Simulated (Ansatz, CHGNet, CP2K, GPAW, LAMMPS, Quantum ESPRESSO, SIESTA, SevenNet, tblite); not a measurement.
**Running liquid Si0.5Ge0.5 at 2500 K (104 atoms) with SIESTA**

Wanted: SIESTA inputs and outputs for liquid Si0.5Ge0.5 at 2500 K (104 atoms), checked against a plane-wave reference.

Method: the method is named at each step, in SIESTA 5.4.2.

### 1. The starting structure

The cell holds 104 atoms: 52 Si and 52 Ge. Its edges and angles: a = 13.176 Å, b = 13.176 Å, c = 13.176 Å, α = 90.0°, β = 90.0°, γ = 90.0°. 104 atoms (52 Si, 52 Ge) placed at random at 3.8 g/cm³, melted at 3500 K for 10 ps at fixed volume with the Tersoff potential (Tersoff, Phys. Rev. B 39, 5566 (1989)). Snapshot at the end of a hold of 5 ps at 2500 K and fixed volume.

The yardstick, on the same geometry:

- method: Kohn-Sham DFT, PBE, SSSP efficiency 1.3.0 pseudopotentials, plane waves (Quantum ESPRESSO 7.5); sssp-pbe-1.3.0-efficiency, cutoffs 45/360 Ry, Γ point
- r.m.s. force component: 0.9838 eV/Å
- longest force: 4.719 eV/Å
- pressure: 1.132 GPa
- time: 9 min on 4 MPI ranks of Arm Neoverse V2, shared host
- CPU time: 36 min

### 2. PBE, DZP, shift 0.01 Ry, mesh 300 Ry

Method: Kohn-Sham DFT, PBE, PseudoDojo 0.4.1 norm-conserving pseudopotentials (converted to PSML), numerical atomic orbitals (DZP), diagonalisation.

The .psml files are PseudoDojo norm-conserving potentials that we converted to this format, checked against plane waves on the same files for H, C, O, Si, Ge and Ca alone.

The input, input.fdf:

```
SystemLabel cell
NumberOfAtoms 104
NumberOfSpecies 2
%block ChemicalSpeciesLabel
  1 14 Si
  2 32 Ge
%endblock ChemicalSpeciesLabel
LatticeConstant 1.0 Ang
%block LatticeVectors
  13.17580 0.00000 0.00000
  0.00000 13.17580 0.00000
  0.00000 0.00000 13.17580
%endblock LatticeVectors
PAO.BasisSize DZP
PAO.EnergyShift 0.01 Ry
XC.Functional GGA
XC.Authors PBE
MeshCutoff 300 Ry
%block kgrid_Monkhorst_Pack
  1 0 0 0.0
  0 1 0 0.0
  0 0 1 0.0
%endblock kgrid_Monkhorst_Pack
SolutionMethod diagon
OccupationFunction FD
ElectronicTemperature 580 K
SCF.Mixer.Method Pulay
SCF.Mixer.Weight 0.05
SCF.Mixer.History 8
SCF.Mix Hamiltonian
MaxSCFIterations 300
SCF.DM.Tolerance 1e-04
SCF.H.Tolerance 1.0e-3 eV
WriteForces T
Write.HirshfeldPop T
Write.VoronoiPop T
Write.DM F
Write.H F
XML.Write F
AtomicCoordinatesFormat Fractional
%block AtomicCoordinatesAndAtomicSpecies
  0.90958 0.57117 0.57154 1
  0.54172 0.76709 0.56193 1
  0.10321 0.43324 0.07243 1
  0.52760 0.64862 0.26415 1
  0.00922 0.50422 0.28174 1
  0.09613 0.28982 0.50063 1
  0.59841 0.90688 0.67490 1
  0.75531 0.60266 0.18820 1
  0.47940 0.75960 0.06355 1
  0.72915 0.38918 0.93593 1
  0.16513 0.25581 0.32975 1
  0.05702 0.72400 0.04917 1
  0.49289 0.27195 0.90028 1
  0.84051 0.94098 0.06248 1
  0.69726 0.55648 0.01045 1
  0.30780 0.07195 0.31872 1
  0.24076 0.70572 0.37566 1
  0.63440 0.01820 0.84312 1
  0.88114 0.46478 0.15474 1
  0.20223 0.05370 0.89588 1
  0.02563 0.02195 0.90566 1
  0.06601 0.93621 0.62695 1
  0.15602 0.13360 0.20209 1
  0.53274 0.48986 0.46940 1
  0.51544 0.31968 0.73507 1
  0.92810 0.80491 0.38183 1
  0.81386 0.77676 0.17296 1
  0.36912 0.26335 0.34562 1
  0.42186 0.04967 0.17663 1
  0.29026 0.51603 0.60105 1
  0.20708 0.36013 0.93198 1
  0.05856 0.64915 0.38930 1
  0.37346 0.38262 0.99376 1
  0.67888 0.53484 0.34926 1
  0.17449 0.15821 0.62451 1
  0.36662 0.54242 0.44496 1
  0.59689 0.14106 0.11707 1
  0.70779 0.82042 0.88355 1
  0.40881 0.54567 0.92628 1
  0.30181 0.68633 0.95578 1
  0.73467 0.85241 0.34680 1
  0.00628 0.07988 0.21744 1
  0.76758 0.11717 0.78660 1
  0.95070 0.89796 0.77946 1
  0.00771 0.90011 0.01595 1
  0.21699 0.98084 0.42348 1
  0.33038 0.44547 0.30126 1
  0.75512 0.24900 0.64423 1
  0.66195 0.00465 0.02359 1
  0.22663 0.89841 0.59435 1
  0.59231 0.12373 0.32103 1
  0.64200 0.64896 0.49721 1
  0.06030 0.92743 0.29023 2
  0.15915 0.73862 0.70098 2
  0.52599 0.58943 0.08084 2
  0.12039 0.64400 0.88374 2
[... 44 atom lines left out ...]
  0.10639 0.46025 0.82068 2
  0.35122 0.80330 0.82298 2
  0.98616 0.56569 0.00200 2
  0.84789 0.58846 0.73265 2
%endblock AtomicCoordinatesAndAtomicSpecies
```

Launch:

```sh
$ OMP_NUM_THREADS=1 mpirun -np 2 siesta < input.fdf > output.txt
```

The log of the run:

```text
Version         : 5.4.2
reinit: System Name:
reinit: System Label: cell
initatom: Reading input for the pseudopotentials and atomic orbitals ----------
Species number:   1 Atomic number:   14 Label: Si
Species number:   2 Atomic number:   32 Label: Ge
Ground state valence configuration (from tables):   3s02  3p02  3d00  4f00
Ground state valence configuration (from tables):   4s02  4p02  4d00  4f00
---- Processing specs for species: Si
GGA--PBE XC_GGA_X_PBE--XC_GGA_C_PBE pb
---- Processing specs for species: Ge
GGA--PBE XC_GGA_X_PBE--XC_GGA_C_PBE pb
Semicore shell(s) with 10 electrons included in the valence for Ge
Semicore shell(s): 3d
Fallback to non-perturbative polarization scheme for Ge
Please see the manual if this is not desired in principle
Si pseudopotential only contains V_ls up to l=2 -- lmxkb reset.
Ge pseudopotential only contains V_ls up to l=2 -- lmxkb reset.
Using PAO.SplitTailNorm
%block ChemicalSpeciesLabel
    1   14 Si                      # Species index, atomic number, species label
    2   32 Ge                      # Species index, atomic number, species label
%endblock ChemicalSpeciesLabel
%block PAO.Basis                 # Define Basis set
Si                    2                    # Species label, number of l-shells
 n=3   0   2                         # n, l, Nzeta
   5.392      3.847
   1.000      1.000
 n=3   1   2 P   1                   # n, l, Nzeta, Polarization, NzetaPol
   6.844      4.952
   1.000      1.000
Ge                    4                    # Species label, number of l-shells
 n=4   0   2                         # n, l, Nzeta
   5.264      3.748
   1.000      1.000
 n=4   1   2                         # n, l, Nzeta
   6.996      5.083
   1.000      1.000
 n=3   2   1                         # n, l, Nzeta
   2.782
   1.000
 n=4   2   1                         # n, l, Nzeta
   6.996
   1.000
%endblock PAO.Basis
coor:   Atomic-coordinates input format  =     Fractional
siesta: System type = bulk
initatomlists: Number of atoms, orbitals, and projectors:    104  1612  1872
siesta: ******************** Simulation parameters ****************************
Total number of electrons:   936.000000
Total ionic charge:   936.000000
 Kpoints in:            1 . Kpoints trimmed:            1
siesta: k-grid: Number of k-points = 1
siesta: k-points from Monkhorst-Pack grid
siesta: k-cutoff (effective) =     6.588 Ang
siesta: k-point supercell and displacements
siesta: k-grid:     1     0     0      0.000
siesta: k-grid:     0     1     0      0.000
siesta: k-grid:     0     0     1      0.000
                     ====================================
                        Single-point calculation
                     ====================================
outcell: Unit cell vectors (Ang):
       13.175800    0.000000    0.000000
        0.000000   13.175800    0.000000
        0.000000    0.000000   13.175800
outcell: Cell vector modules (Ang)   :   13.175800   13.175800   13.175800
outcell: Cell angles (23,13,12) (deg):     90.0000     90.0000     90.0000
outcell: Cell volume (Ang**3)        :   2287.3414
Gamma-point calculation with multiply-connected orbital pairs
Gamma-point calculation with multiply-connected orbital pairs
Folding of H and S implicitly performed
Folding of H and S implicitly performed
new_DM -- step:     1
Initializing Density Matrix...
Attempting to read DM from file... Failed...
DM filled with atomic data:
InitMesh: MESH = 144 x 144 x 144 = 2985984
InitMesh: Mesh cutoff (required, used) =   300.000   330.121 Ry
stepf: Fermi-Dirac step function
        iscf     Eharris(eV)        E_KS(eV)     FreeEng(eV)     dDmax    Ef(eV) dHmax(eV)
   scf:    1  -132166.612892  -132239.062803  -132239.370205  1.365537 -3.969054  5.635303
   scf:    2  -132249.403945  -132245.086977  -132245.402944  0.024222 -3.980615  3.984265
   scf:    3  -132250.891749  -132248.458031  -132248.780853  0.017263 -3.990596  2.855359
   scf:    4  -132251.519806  -132250.371432  -132250.698065  0.017057 -4.005562  1.773149
   scf:    5  -132251.399543  -132251.017674  -132251.348828  0.025750 -4.027589  1.150851
   scf:    6  -132251.243447  -132251.146514  -132251.479256  0.015311 -4.041306  0.856529
[...]
scf:   18  -132251.371755  -132251.371752  -132251.709077  0.000194 -4.088987  0.003929
   scf:   19  -132251.371743  -132251.371748  -132251.709080  0.000069 -4.088971  0.002560
   scf:   20  -132251.371732  -132251.371740  -132251.709082  0.000081 -4.088962  0.000806
SCF Convergence by DM+H criterion
max |DM_out - DM_in|         :     0.0000809362
max |H_out - H_in|      (eV) :     0.0008061363
SCF cycle converged after 20 iterations
Using DM_out to compute the final energy and forces
siesta: E_KS(eV) =          -132251.3717
siesta: E_KS - E_eggbox =   -132251.3717
siesta: Atomic forces (eV/Ang):
     1    0.445113   -2.074234   -1.282512
     2   -1.471864    1.093843    0.807115
     3    0.271140   -1.074383   -0.318404
     4    0.047484   -1.407023    0.740746
     5   -1.681938    0.771434    1.205782
     6    0.527430   -0.618016    0.291288
[...]
102   -1.834672    1.626846   -0.064979
   103   -1.192322   -2.515802    0.742267
   104    0.749600   -0.957355    2.040738
----------------------------------------
   Tot    0.003598   -0.009402   -0.002075
----------------------------------------
   Max    4.363734
   Res    1.090170    sqrt( Sum f_i^2 / 3N )
----------------------------------------
   Max    4.363734    constrained
Stress tensor Voigt[x,y,z,yz,xz,xy] (kbar):      -24.34      -25.63      -25.50       11.97        0.68        0.75
(Free)E + p*V (eV/cell)  -132215.7969
Target enthalpy (eV/cell)  -132251.7091
siesta: Program's energy decomposition (eV):
siesta: Ebs     =    -18715.160832
siesta: Eions   =    136499.626173
siesta: Ena     =      5698.359547
siesta: Ekin    =     97139.435443
siesta: Enl     =    -65920.237485
siesta: DEna    =       355.484529
siesta: DUscf   =        12.488840
siesta: Ex      =    -31139.526718
siesta: Ec      =     -1897.749723
siesta: Exc     =    -33037.276441
siesta: Eharris =   -132251.371732
siesta: Etot    =   -132251.371740
siesta: FreeEng =   -132251.709082
siesta: Final energy (eV):
siesta:  Band Struct. =  -18715.160832
siesta:       Kinetic =   97139.435443
siesta:       Hartree =   52800.546951
siesta:         Exch. =  -31139.526718
siesta:         Corr. =   -1897.749723
siesta:   Exch.-corr. =  -33037.276441
siesta:  Ion-electron = -198610.060695
siesta:       Ion-ion =  -50544.016999
siesta:         Total = -132251.371740
siesta:         Fermi =      -4.088962
siesta: Stress tensor (static) (eV/Ang**3):
siesta:    -0.015192    0.000467    0.000425
siesta:     0.000468   -0.015994    0.007471
siesta:     0.000425    0.007471   -0.015915
siesta: Cell volume =       2287.341353 Ang**3
siesta: Pressure (static):
siesta:                Solid            Molecule  Units
siesta:           0.00017100          0.00020499  Ry/Bohr**3
siesta:           0.01570041          0.01882104  eV/Ang**3
siesta:          25.15483717         30.15463419  kBar
    Orbital volume contribution        =          81.092220 eV
    (Free)E + p_basis*V_orbitals       =     -132170.616862 eV
    (Free)Eharris+ p_basis*V_orbitals  =     -132170.616854 eV
Hirshfeld Atomic Populations:
Atom #   charge [q] valence [e]  Species
     1    -0.068493    4.068493  Si
     2    -0.012535    4.012535  Si
     3    -0.005234    4.005234  Si
     4    -0.000953    4.000953  Si
     5    -0.034096    4.034096  Si
     6     0.023874    3.976126  Si
[...]
53     0.042403   13.957597  Ge
    54     0.071468   13.928532  Ge
    55     0.030210   13.969790  Ge
    56     0.015678   13.984322  Ge
    57     0.025272   13.974728  Ge
    58     0.038256   13.961744  Ge
[...]
--------------------
 Total     0.000047
Voronoi Atomic Populations:
Atom #   charge [q] valence [e]  Species
[...]
50    -0.061872    4.061872  Si
    51    -0.018139    4.018139  Si
    52    -0.052632    4.052632  Si
[...]
102    -0.003917   14.003917  Ge
   103     0.003113   13.996887  Ge
   104    -0.000474   14.000474  Ge
--------------------
 Total     0.000048
```

The job ended after 5.2 min (2 MPI ranks of Arm Neoverse V2, shared host; peak memory 2.4 GiB; 10 min of CPU time).

Banners, paths, timers and routine set-up lines are dropped from the logs unmarked, and long logs keep their key lines alone; longer cuts are marked.

Against the reference:

| Item | Value |
| --- | --- |
| r.m.s. force component | 1.09 eV/Å |
| r.m.s. difference of force components | 162.3 meV/Å |
| longest difference of force vectors | 603.4 meV/Å |
| force difference over r.m.s. force | 16.5 % |
| slope of forces against the reference's | 1.1 |
| correlation of force components | 0.993 |
| pressure | 2.515 GPa |
| pressure difference | 1.383 GPa |

Length of the force difference by element (eV/Å):

```csv
element,atoms,mean,most
Ge,52,0.33,0.60
Si,52,0.16,0.31
```

The surroundings of Si19, which bears the longest force, nearest first, numbered as they follow in the input and with coordinates relative to it.

```csv
atom,x,y,z,distance (Å),bonds,Hirshfeld charge (e),Fx,Fy,Fz (eV/Å)
Si19,0.00,0.00,0.00,0.00,5,-0.05,2.46,4.36,-0.08
Ge80,-1.15,-1.78,0.19,2.13,5,0.00,-2.84,-2.06,-0.25
Si5,1.69,0.52,1.67,2.43,5,-0.03,-1.68,0.77,1.21
Si8,-1.66,1.82,0.44,2.50,4,-0.01,-0.09,-0.56,0.02
Ge89,0.76,-2.06,-1.54,2.68,6,0.04,1.34,0.85,-0.86
Ge103,1.38,1.33,-2.01,2.78,6,0.01,-1.19,-2.52,0.74
Si3,2.93,-0.42,-1.08,3.15,4,-0.01,0.27,-1.07,-0.32
Si15,-2.42,1.21,-1.90,3.31,4,-0.02,0.41,0.47,-0.01
Ge81,1.22,2.99,0.77,3.33,5,0.06,0.42,-0.20,0.35
```

Forces lie 16 % from the reference's, at 0.29 times its CPU time (on 2 against 4 cores).

### 3. PBE, SZ, shift 0.01 Ry, mesh 300 Ry

Method: Kohn-Sham DFT, PBE, PseudoDojo 0.4.1 norm-conserving pseudopotentials (converted to PSML), numerical atomic orbitals (SZ), diagonalisation.

input.fdf, as its differences from that of step 2:

```diff
@@ -13,3 +13,3 @@
 %endblock LatticeVectors
-PAO.BasisSize DZP
+PAO.BasisSize SZ
 PAO.EnergyShift 0.01 Ry
```

Launch:

```sh
$ OMP_NUM_THREADS=1 siesta < input.fdf > output.txt
```

The log of the run:

```text
Version         : 5.4.2
reinit: System Name:
reinit: System Label: cell
initatom: Reading input for the pseudopotentials and atomic orbitals ----------
Species number:   1 Atomic number:   14 Label: Si
Species number:   2 Atomic number:   32 Label: Ge
Ground state valence configuration (from tables):   3s02  3p02  3d00  4f00
Ground state valence configuration (from tables):   4s02  4p02  4d00  4f00
---- Processing specs for species: Si
GGA--PBE XC_GGA_X_PBE--XC_GGA_C_PBE pb
---- Processing specs for species: Ge
GGA--PBE XC_GGA_X_PBE--XC_GGA_C_PBE pb
Semicore shell(s) with 10 electrons included in the valence for Ge
Semicore shell(s): 3d
Ge pseudopotential only contains V_ls up to l=2 -- lmxkb reset.
Using PAO.SplitTailNorm
%block ChemicalSpeciesLabel
[... lines left out ...]
Total number of electrons:   936.000000
[... lines left out ...]
stepf: Fermi-Dirac step function
        iscf     Eharris(eV)        E_KS(eV)     FreeEng(eV)     dDmax    Ef(eV) dHmax(eV)
[... lines left out ...]
SCF Convergence by DM+H criterion
[... lines left out ...]
SCF cycle converged after 19 iterations
[... lines left out ...]
   Max    5.886875
[... lines left out ...]
   Max    5.886875    constrained
Stress tensor Voigt[x,y,z,yz,xz,xy] (kbar):     -114.16     -110.51     -112.39       13.50        0.41        5.01
[... lines left out ...]
siesta: DEna    =       290.387475
siesta: DUscf   =         8.306117
siesta: Ex      =    -31208.064089
siesta: Ec      =     -1901.197208
siesta: Exc     =    -33109.261297
siesta: Eharris =   -132154.792944
siesta: Etot    =   -132154.792930
siesta: FreeEng =   -132155.118908
siesta: Final energy (eV):
siesta:  Band Struct. =  -18393.097686
siesta:       Kinetic =   97877.750032
siesta:       Hartree =   53030.529308
siesta:         Exch. =  -31208.064089
siesta:         Corr. =   -1901.197208
siesta:   Exch.-corr. =  -33109.261297
siesta:  Ion-electron = -199409.793974
siesta:       Ion-ion =  -50544.016999
siesta:         Total = -132154.792930
siesta:         Fermi =      -3.787641
siesta: Stress tensor (static) (eV/Ang**3):
siesta:    -0.071251    0.003125    0.000255
siesta:     0.003125   -0.068976    0.008427
siesta:     0.000255    0.008427   -0.070146
siesta: Cell volume =       2287.341353 Ang**3
siesta: Pressure (static):
siesta:                Solid            Molecule  Units
siesta:           0.00076375          0.00087641  Ry/Bohr**3
siesta:           0.07012428          0.08046837  eV/Ang**3
siesta:         112.35148120        128.92453846  kBar
    Orbital volume contribution        =          39.778374 eV
    (Free)E + p_basis*V_orbitals       =     -132115.340534 eV
    (Free)Eharris+ p_basis*V_orbitals  =     -132115.340547 eV
Hirshfeld Atomic Populations:
Atom #   charge [q] valence [e]  Species
     1    -0.055374    4.055374  Si
     2    -0.025657    4.025657  Si
     3    -0.014201    4.014201  Si
[...]
53     0.036783   13.963217  Ge
    54     0.064428   13.935572  Ge
    55     0.015497   13.984503  Ge
[...]
--------------------
 Total    -0.000023
Voronoi Atomic Populations:
Atom #   charge [q] valence [e]  Species
[...]
51    -0.034987    4.034987  Si
    52    -0.039668    4.039668  Si
[...]
103    -0.002005   14.002005  Ge
   104     0.006800   13.993200  Ge
--------------------
 Total    -0.000022
```

Elapsed: 2.3 min, on 1 thread; peak memory 1 GiB.

Against the reference:

- r.m.s. force component: 1.624 eV/Å
- r.m.s. difference of force components: 721.7 meV/Å
- longest difference of force vectors: 2561 meV/Å
- force difference over r.m.s. force: 73.36 %
- slope of forces against the reference's: 1.593
- correlation of force components: 0.9653
- pressure: 11.24 GPa
- pressure difference: 10.1 GPa

This is a coarse setting, run to see what it loses.

Against the first run (16 %), the force difference from the reference is 73 %, at 0.22 times the CPU time (on 1 against 2 cores), with 676 basis functions against 1612: the smaller basis costs accuracy.

[end of part 1 of 2]

[Also dropped from logs without a mark: logging warnings of Python, and SIESTA's first energy breakdown and zero terms.]

[Logs are printed without paths, hosts, clocks, repeated set-up lines and the standing remarks that a program may print on its own settings, such as how far it seeks lower states.]

[Hosts, paths, dates, database ids (printed as entryN), source tags and the programs' standing remarks are cut or masked in the printed files.]
